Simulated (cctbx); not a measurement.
# Accept or mend?

Cell a = 9.5780 Å, b = 6.7930 Å, c = 8.1320 Å, α = 90.00°, β = 115.07°, γ = 90.00°; space group C2/c (no. 15).

Simulated single-crystal data (cctbx): synchrotron X-rays, λ = 0.7749 Å, to d = 0.6 Å, 70 % of the full sphere, strongest reflection 5000 counts, noise from counting, a 6 % proportional error and a noise floor of 15 counts (s.d.); no absorption.

An isotropic refinement with weights 1/σ² prints:

```text
Rint 0.059, 1151 unique reflections to 0.60 A
cycle     R1     wR2    GooF  max shift (A)
   1  0.0515  0.1351   1.995   0.28152
  12  0.0278  0.0640   0.946   0.00352
final R1 0.0278 wR2 0.0640 GooF 0.946  parameters 17  data/parameter 67.7
atom        x        y        z      Ueq    occ   su(xyz)  su(Uiso or U11)
Pb1    0.00000  0.45221  0.25000   0.0031  1.000  0.00004  0.0001
Fe1    0.00000  0.00000  0.00000   0.0034  1.000  0.00000  0.0002
F1     0.27983  0.51363  0.87725   0.0057  1.000  0.00046  0.0005
F2     0.00691  0.29703  0.96459   0.0063  1.000  0.00048  0.0005
F3     0.00000  0.89499  0.75000   0.0052  1.000  0.00068  0.0007
F4     0.77632  1.02408  0.66112   1.0000  1.000  0.02204  0.1761
difference map: max 2.43 min -2.86 rms 0.65
Q1    0.1147  0.1869  0.4901    8    2.55  1.55 A from F2
Q2    0.9989  0.3653  0.0788    8    2.47  1.07 A from F2
Q3    0.0015  0.2001  0.1911    8    2.39  0.81 A from F3
Q4    0.0279  0.3982  0.8171    8    2.28  1.13 A from Pb1
Q5    0.0230  0.0132  0.4622    8    2.25  0.46 A from Fe1
Q6    0.0479  0.4899  0.2719    8    2.15  0.49 A from Pb1
```

Q: Accept it or mend it, and why?

Mend it. The fault: spurious atom: F4. Against the right model at the same level, R1 goes from 0.0274 to 0.0278 and GooF from 0.94 to 0.95 and F4 takes U = the program's ceiling. A site with no density behind it hides by a very large U or drifts. The fit had not settled when the cycles ran out.

The compound is FePbF5. The right model at the same level gives:

```text
Rint 0.059, 1151 unique reflections to 0.60 A
cycle     R1     wR2    GooF  max shift (A)
   1  0.3362  0.6089   8.978   0.08903
   2  0.0274  0.0636   0.938   0.00006
final R1 0.0274 wR2 0.0636 GooF 0.938  parameters 13  data/parameter 88.5
atom        x        y        z      Ueq    occ   su(xyz)  su(Uiso or U11)
Pb1    0.00000  0.45221  0.25000   0.0031  1.000  0.00004  0.0001
Fe1    0.00000  0.00000  0.00000   0.0034  1.000  0.00000  0.0002
F1     0.27983  0.51361  0.87720   0.0056  1.000  0.00046  0.0005
F2     0.00693  0.29699  0.96459   0.0063  1.000  0.00048  0.0005
F3     0.00000  0.89506  0.75000   0.0051  1.000  0.00068  0.0007
difference map: max 2.35 min -2.88 rms 0.64
Q1    0.1148  0.1869  0.4900    8    2.46  1.56 A from F2
Q2    0.9989  0.3654  0.0788    8    2.36  1.07 A from F2
Q3    0.0015  0.2000  0.1911    8    2.30  0.81 A from F3
Q4    0.0228  0.0132  0.4622    8    2.20  0.46 A from Fe1
Q5    0.0281  0.3980  0.8171    8    2.16  1.13 A from Pb1
Q6    0.0981  0.1199  0.1481    8    2.09  1.43 A from Fe1
```

The model is made up (kin elements in a known structure type, no relaxation), so it says nothing on whether the phase exists.

[Middle refinement cycles are left out of these outputs.]

[Logs are printed without paths, hosts, clocks, repeated set-up lines and the standing remarks that a program may print on its own settings, such as how far it seeks lower states.]
